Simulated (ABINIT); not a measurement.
# Completion of the band sum in GW: Cs2InAgCl6 (Fm-3m)

Aim: few bands, with and without a completion of the sum over empty states, for Cs2InAgCl6 (Fm-3m).

Program: ABINIT 10.8.3. Level of theory: PBEsol and many-body steps on it, plane waves. Results are calculated unless marked as measured.

### 1. The starting structure

The structure is cubic, space group Fm-3m (No. 225). Conventional cell: a = 10.469 Å, b = 10.469 Å, c = 10.469 Å, α = 90.00°, β = 90.00°, γ = 90.00°. Nearest to Cs lie 12 Cl at 3.70 Å. Nearest to In lie 6 Cl at 2.51 Å. Ag has 6 Cl at 2.72 Å nearest. Nearest to Cl lie 1 In at 2.51 Å and 1 Ag at 2.72 Å and 4 Cs at 3.70 Å. Farther neighbours and most contacts between anions are not listed.

The cell and positions come from the Crystallography Open Database and are kept as given unless a step says otherwise. Spin-orbit coupling is left out unless a step names it.

### 2. Empty states on the mesh, 2×2×2 mesh, 288 bands

This step: ABINIT 10.8.3; DFT, PBEsol, plane waves, norm-conserving pseudopotentials.

The sums over transitions need many empty states on a uniform mesh; this step solves for them.

File run.abi:

```
acell 3*1.0 Angstrom
rprim 
  0.000000000000 5.234500000000 5.234500000000
  5.234500000000 0.000000000000 5.234500000000
  5.234500000000 5.234500000000 0.000000000000
ntypat 4
znucl 55 49 47 17
natom 10
typat 1 1 2 3 4 4 4 4 4 4
xred 
  0.250000000000 0.250000000000 0.250000000000
  0.750000000000 0.750000000000 0.750000000000
  0.000000000000 0.000000000000 0.000000000000
  0.500000000000 0.500000000000 0.500000000000
  0.760210000000 0.239790000000 0.239790000000
  0.239790000000 0.760210000000 0.239790000000
  0.239790000000 0.760210000000 0.760210000000
  0.760210000000 0.239790000000 0.760210000000
  0.239790000000 0.239790000000 0.760210000000
  0.760210000000 0.760210000000 0.239790000000
pp_dirpath "pseudos"
pseudos "Cs.upf, In.upf, Ag.upf, Cl.upf"
ecut 37
ngkpt 2 2 2
nshiftk 1
shiftk 0 0 0
kptopt 1
chksymbreak 0
iscf -2
irdden 1
istwfk *1
nband 288
nbdbuf 26
tolwfr 1e-09
nstep 60
prtvol 0
indata_prefix "in"
outdata_prefix "out"
tmpdata_prefix "tmp"
```

Launch:

```console
OMP_NUM_THREADS=1 mpirun -n 8 abinit run.abi > log
```

Numbers of over 12 decimals in the logs are rounded to 6 here.

The program printed:

```text
.Version 10.8.3 of ABINIT. v10.8.2 released Aug 2026.

 Symmetries : space group Fm -3 m (#225); Bravais cF (face-center cubic)
[... echo of the input left out ...]
== DATASET  1 ==================================================================
-   mpi_nproc: 8, omp_nthreads: 1 (-1 if OMP is not activated)
-    --> not optimal distribution: autoparal keyword recommended in input file <--

--- !DatasetInfo
iteration_state: {dtset: 1, }
dimensions: {natom: 10, nkpt: 3, mband: 288, nsppol: 1, nspinor: 1, nspden: 1, mpw: 20827, }
cutoff_energies: {ecut:  37.0, pawecutdg:  -1.0, }
[...]
1.68751    1.68751    1.68751    1.69709    1.69709    1.70531    1.70531    1.70531
   1.71837    1.71844    1.71875    1.72977    1.73028    1.73102    1.73172    1.73465
 prteigrs : prtvol=0 or 1, do not print more k-points.

== END DATASET(S) ==============================================================
================================================================================

 -outvars: echo values of variables after computation  --------
            nband         288
             nkpt           3
          spgroup         225
 [... the other variables as echoed above ...]

 Calculation completed.
```

The job ended after 13 min (8 MPI ranks of Intel Xeon Platinum 8488C (Sapphire Rapids), shared host; peak memory 1.4 GiB).

This step gave:

- gap: 1.038 eV
- k of the valence top: 0, 0, 0
- k of the conduction bottom: 0, 0, 0
- least direct gap: 1.038 eV
- k points computed: 3
- lowest point of the top converged band, above the valence top: 41.94 eV

On this mesh the gap is 1.038 eV.

The density comes from a self-consistent run that is not shown.

### 3. Screening, 2×2×2 mesh, 262 bands, screening to 122.5 eV

The RPA dielectric matrix is built and inverted for each q.

This step: RPA screening on PBEsol, plane waves, norm-conserving pseudopotentials.

Changes to run.abi since step 2:

```diff
@@ -28,10 +28,11 @@
 chksymbreak 0
-iscf -2
-irdden 1
 istwfk *1
-nband 288
-nbdbuf 26
-tolwfr 1e-09
-nstep 60
-prtvol 0
+occopt 1
+irdwfk 1
+optdriver 3
+nband 262
+ecuteps 4.5
+inclvkb 2
+awtr 1
+symchi 1
 indata_prefix "in"
```

The program printed:

```text
.Version 10.8.3 of ABINIT. v10.8.2 released Aug 2026.

 Symmetries : space group Fm -3 m (#225); Bravais cF (face-center cubic)
[... echo of the input left out ...]
== DATASET  1 ==================================================================
-   mpi_nproc: 8, omp_nthreads: 1 (-1 if OMP is not activated)

--- !DatasetInfo
iteration_state: {dtset: 1, }
dimensions: {natom: 10, nkpt: 3, mband: 262, nsppol: 1, nspinor: 1, nspden: 1, mpw: 20827, }
cutoff_energies: {ecut:  37.0, pawecutdg:  -1.0, }
electrons: {nelect:   9.20000000E+01, charge:   0.00000000E+00, occopt:   1.00000000E+00, tsmear:   1.00000000E-02, }

 SCREENING: Calculation of the susceptibility and dielectric matrices

 Based on a program developped by R.W. Godby, V. Olevano, G. Onida, and L. Reining.
 Incorporated in ABINIT by V. Olevano, G.-M. Rignanese, and M. Torrent.
.Using double precision arithmetic ; gwpc =  8

[... cell and pseudopotentials left out ...]
--------------------------------------------------------------------------------

 ==== K-mesh for the wavefunctions ====
 Number of points in the irreducible wedge :     3
[... list of points left out ...]
 Together with 48 symmetry operations and time-reversal symmetry
 yields     8 points in the full Brillouin Zone.

 ==== Q-mesh for the screening function ====
 Number of points in the irreducible wedge :     3
[... list of points left out ...]
 Together with 48 symmetry operations and time-reversal symmetry
 yields     8 points in the full Brillouin Zone.

 setmesh: FFT mesh size selected  =    54x   54x   54
          total number of points  =       157464

 vcoul_init : cutoff-mode = AUXILIARY_FUNCTION
 q-points for optical limit:   1
     1)      0.000010    0.000020    0.000030

- screening: taking advantage of time-reversal symmetry
- Maximum band index for partially occupied states nbvw = 46
- Remaining bands to be divided among processors   nbcw = 216
- Number of bands treated by each node ~27

 Number of electrons calculated from density =   92.0000; Expected =   92.0000
 average of density, n =  0.047526
 r_s =    1.7126
 omega_plasma =   21.0292 [eV]

 calculating chi0 at frequencies [eV] :
  1    0.000000E+00    0.000000E+00
  2    0.000000E+00    2.102923E+01

--------------------------------------------------------------------------------
  q-point number  1        q = ( 0.000000, 0.000000, 0.000000) [r.l.u.]
--------------------------------------------------------------------------------
[... chi0 elements left out ...]
 For q-point:  0.000010 0.000020 0.000030
  dielectric constant =   4.0723
  dielectric constant without local fields =   4.5835

  Average fulfillment of the sum rule on Im[epsilon] for q-point    1 :     59.56  [%]
[... wings left out ...]
  q-point number  2        q = ( 0.500000, 0.000000, 0.000000) [r.l.u.]
--------------------------------------------------------------------------------
[... chi0 elements left out ...]
  Average fulfillment of the sum rule on Im[epsilon] for q-point    2 :     64.58  [%]

 [... 1 further q-points ...]
```

Run time: 4.4 min. Hardware: 8 MPI ranks; peak memory 9.5 GiB; 35 min of CPU time.

Numbers from this step:

* ε∞ with local fields, on this mesh, along the program's q direction: 4.072
* the same without local fields: 4.583
* plasma frequency: 21.03 eV
* plane waves in the screening matrix: 893

Local fields lower ε∞ by 11 %. On a Γ-centred mesh this coarse the value itself is usually too large, while a short band sum pulls it down.

### 4. 262 bands

The self-energy is evaluated for the states that the input lists, and the levels follow from it, in one-shot runs by the linearised quasiparticle equation.

This step: G0W0 on PBEsol, plane waves, norm-conserving pseudopotentials.

Changes to run.abi since step 3:

```diff
@@ -31,8 +31,15 @@
 irdwfk 1
-optdriver 3
+optdriver 4
 nband 262
+gwcalctyp 0
+ecutsigx 37
+symsigma 1
+nkptgw 1
+kptgw 
+  0.0000000000 0.0000000000 0.0000000000
+bdgw 
+  45 48
 ecuteps 4.5
-inclvkb 2
-awtr 1
-symchi 1
+irdscr 1
+ppmodel 1
 indata_prefix "in"
```

The program printed:

```text
.Version 10.8.3 of ABINIT. v10.8.2 released Aug 2026.

 Symmetries : space group Fm -3 m (#225); Bravais cF (face-center cubic)
[... echo of the input left out ...]
== DATASET  1 ==================================================================
-   mpi_nproc: 8, omp_nthreads: 1 (-1 if OMP is not activated)

--- !DatasetInfo
iteration_state: {dtset: 1, }
dimensions: {natom: 10, nkpt: 3, mband: 262, nsppol: 1, nspinor: 1, nspden: 1, mpw: 20827, }
cutoff_energies: {ecut:  37.0, pawecutdg:  -1.0, }
electrons: {nelect:   9.20000000E+01, charge:   0.00000000E+00, occopt:   1.00000000E+00, tsmear:   1.00000000E-02, }

 SIGMA: Calculation of the GW corrections

 Based on a program developped by R.W. Godby, V. Olevano, G. Onida, and L. Reining.
 Incorporated in ABINIT by V. Olevano, G.-M. Rignanese, and M. Torrent.
.Using double precision arithmetic ; gwpc =  8

[... cell and pseudopotentials left out ...]
--------------------------------------------------------------------------------

 ==== K-mesh for the wavefunctions ====
 Number of points in the irreducible wedge :     3
[... list of points left out ...]
 Together with 48 symmetry operations and time-reversal symmetry
 yields     8 points in the full Brillouin Zone.

 ==== Q-mesh for screening function ====
 Number of points in the irreducible wedge :     3
[... list of points left out ...]
 Together with 48 symmetry operations and time-reversal symmetry
 yields     8 points in the full Brillouin Zone.

 vcoul_init : cutoff-mode = AUXILIARY_FUNCTION
 q-points for optical limit:   1
     1)      0.000010    0.000020    0.000030
 setmesh: FFT mesh size selected  =    80x   80x   80
          total number of points  =       512000

 Number of electrons calculated from density =   92.0000; Expected =   92.0000
 average of density, n =  0.047526
 r_s =    1.7126
 omega_plasma =   21.0292 [eV]

 === KS Band Gaps ===
  >>>> For spin  1
   Minimum direct gap =   1.0385 [eV], located at k-point      :   0.0000  0.0000  0.0000
   Fundamental gap    =   1.0385 [eV], Top of valence bands at :   0.0000  0.0000  0.0000
                                       Bottom of conduction at :   0.0000  0.0000  0.0000
 SIGMA fundamental parameters:
 PLASMON POLE MODEL  1
 number of plane-waves for SigmaX                20827
 number of plane-waves for SigmaC and W            893
 number of plane-waves for wavefunctions         20827
 number of bands                                   262
 number of independent spin polarizations            1
 number of spinorial components                      1
 number of k-points in IBZ                           3
 number of q-points in IBZ                           3
 number of symmetry operations                      48
 number of k-points in BZ                            8
 number of q-points in BZ                            8
 number of frequencies for dSigma/dE                 9
 frequency step for dSigma/dE [eV]                0.25
 number of omega for Sigma on real axis              0
 max omega for Sigma on real axis  [eV]           0.00
 zcut for avoiding poles [eV]                     0.10

 EPSILON^-1 parameters (SCR file):
 dimension of the eps^-1 matrix on file            893
 dimension of the eps^-1 matrix used               893
 number of plane-waves for wavefunctions         20827
 number of bands                                   262
 number of q-points in IBZ                           3
 number of frequencies                               2
 number of real frequencies                          1
 number of imag frequencies                          1

 matrix elements of self-energy operator (all in [eV])

 Perturbative Calculation

--- !SelfEnergy_ee
iteration_state: {dtset: 1, }
kpoint     : [   0.000,    0.000,    0.000, ]
spin       : 1
KS_gap     :    1.039
QP_gap     :    2.629
Delta_QP_KS:    1.590
data: !SigmaeeData |
     Band     E0 <VxcDFT>   SigX SigC(E0)      Z dSigC/dE  Sig(E)    E-E0       E
       45   2.000 -20.134 -24.310   3.634   0.789  -0.268 -20.561  -0.427   1.573
       46   2.000 -20.134 -24.310   3.634   0.789  -0.268 -20.561  -0.427   1.573
       47   3.039 -12.327  -8.154  -2.764   0.825  -0.212 -11.165   1.163   4.202
       48   7.082  -7.675  -3.449  -3.181   0.855  -0.170  -6.782   0.894   7.976

== END DATASET(S) ==============================================================
================================================================================

 -outvars: echo values of variables after computation  --------
           etotal      0.0000000000E+00
            nband         262
             nkpt           3
          spgroup         225
 [... the other variables as echoed above ...]

 Calculation completed.
```

Elapsed: 27 s, on 8 MPI ranks; peak memory 5.4 GiB; 3.5 min of CPU time.

Numbers from this step:

| Quantity | Value |
| --- | --- |
| G0W0 gap on the points computed | 2.629 eV |
| starting gap on the mesh | 1.038 eV |
| k of the valence top | 0, 0, 0 |
| k of the conduction bottom | 0, 0, 0 |
| Z at the valence top | 0.789 |
| Z at the conduction bottom | 0.825 |
| least direct G0W0 gap on the computed points | 2.629 eV |

The gap on the mesh goes from 1.04 eV to 2.63 eV, a correction of +1.59 eV.

### 5. Screening, 2×2×2 mesh, 65 bands, screening to 122.5 eV

This step: RPA screening on PBEsol, plane waves, norm-conserving pseudopotentials.

Changes to run.abi since step 4:

```diff
@@ -31,15 +31,8 @@
 irdwfk 1
-optdriver 4
-nband 262
-gwcalctyp 0
-ecutsigx 37
-symsigma 1
-nkptgw 1
-kptgw 
-  0.0000000000 0.0000000000 0.0000000000
-bdgw 
-  45 48
+optdriver 3
+nband 65
 ecuteps 4.5
-irdscr 1
-ppmodel 1
+inclvkb 2
+awtr 1
+symchi 1
 indata_prefix "in"
```

The program printed:

```text
.Version 10.8.3 of ABINIT. v10.8.2 released Aug 2026.

 Symmetries : space group Fm -3 m (#225); Bravais cF (face-center cubic)
[... echo of the input left out ...]
== DATASET  1 ==================================================================
-   mpi_nproc: 8, omp_nthreads: 1 (-1 if OMP is not activated)

--- !DatasetInfo
iteration_state: {dtset: 1, }
dimensions: {natom: 10, nkpt: 3, mband: 65, nsppol: 1, nspinor: 1, nspden: 1, mpw: 20827, }
cutoff_energies: {ecut:  37.0, pawecutdg:  -1.0, }
electrons: {nelect:   9.20000000E+01, charge:   0.00000000E+00, occopt:   1.00000000E+00, tsmear:   1.00000000E-02, }

 SCREENING: Calculation of the susceptibility and dielectric matrices

 Based on a program developped by R.W. Godby, V. Olevano, G. Onida, and L. Reining.
 Incorporated in ABINIT by V. Olevano, G.-M. Rignanese, and M. Torrent.
.Using double precision arithmetic ; gwpc =  8

[... cell and pseudopotentials left out ...]
--------------------------------------------------------------------------------

 ==== K-mesh for the wavefunctions ====
 Number of points in the irreducible wedge :     3
[... list of points left out ...]
 Together with 48 symmetry operations and time-reversal symmetry
 yields     8 points in the full Brillouin Zone.

 ==== Q-mesh for the screening function ====
 Number of points in the irreducible wedge :     3
[... list of points left out ...]
 Together with 48 symmetry operations and time-reversal symmetry
 yields     8 points in the full Brillouin Zone.

 setmesh: FFT mesh size selected  =    54x   54x   54
          total number of points  =       157464

 vcoul_init : cutoff-mode = AUXILIARY_FUNCTION
 q-points for optical limit:   1
     1)      0.000010    0.000020    0.000030

- screening: taking advantage of time-reversal symmetry
- Maximum band index for partially occupied states nbvw = 46
- Remaining bands to be divided among processors   nbcw = 19
- Number of bands treated by each node ~2

 Number of electrons calculated from density =   92.0000; Expected =   92.0000
 average of density, n =  0.047526
 r_s =    1.7126
 omega_plasma =   21.0292 [eV]

 calculating chi0 at frequencies [eV] :
  1    0.000000E+00    0.000000E+00
  2    0.000000E+00    2.102923E+01

--------------------------------------------------------------------------------
  q-point number  1        q = ( 0.000000, 0.000000, 0.000000) [r.l.u.]
--------------------------------------------------------------------------------
[... chi0 elements left out ...]
 For q-point:  0.000010 0.000020 0.000030
  dielectric constant =   3.6746
  dielectric constant without local fields =   3.9217

  Average fulfillment of the sum rule on Im[epsilon] for q-point    1 :     13.00  [%]
[... wings left out ...]
  q-point number  2        q = ( 0.500000, 0.000000, 0.000000) [r.l.u.]
--------------------------------------------------------------------------------
[... chi0 elements left out ...]
  Average fulfillment of the sum rule on Im[epsilon] for q-point    2 :     19.41  [%]

 [... 1 further q-points ...]
```

Wall time 30 s (8 MPI ranks); peak memory 7.1 GiB; 4 min of CPU time.

Numbers from this step:

```
ε∞ with local fields, on this mesh, along the program's q direction : 3.675
the same without local fields                                       : 3.922
plasma frequency                                                    : 21.03 eV
plane waves in the screening matrix                                 : 893
```

(Continued in part 2 of 2.)

[Paths, hosts, dates, memory and timing lines, banners, echoed tables and standing remarks are left out of the program output.]

[Logs are printed without paths, hosts, clocks, repeated set-up lines and the standing remarks that a program may print on its own settings, such as how far it seeks lower states.]

[Runs of the session that timed out or met a known fault of the program may be left out.]

[Hosts, paths, dates, database ids (printed as entryN), source tags and the programs' standing remarks are cut or masked in the printed files.]

[G0W0 gaps are taken among the corrected bands and points alone; a level outside them can change the order at an edge.]

[Where Ansatz stands beside ABINIT at settings called matched, ABINIT's density can come from a denser mesh and the files from another edition; pairs whose starting gaps differed by over 0.03 eV were left out, so agreement reads better than it is.]
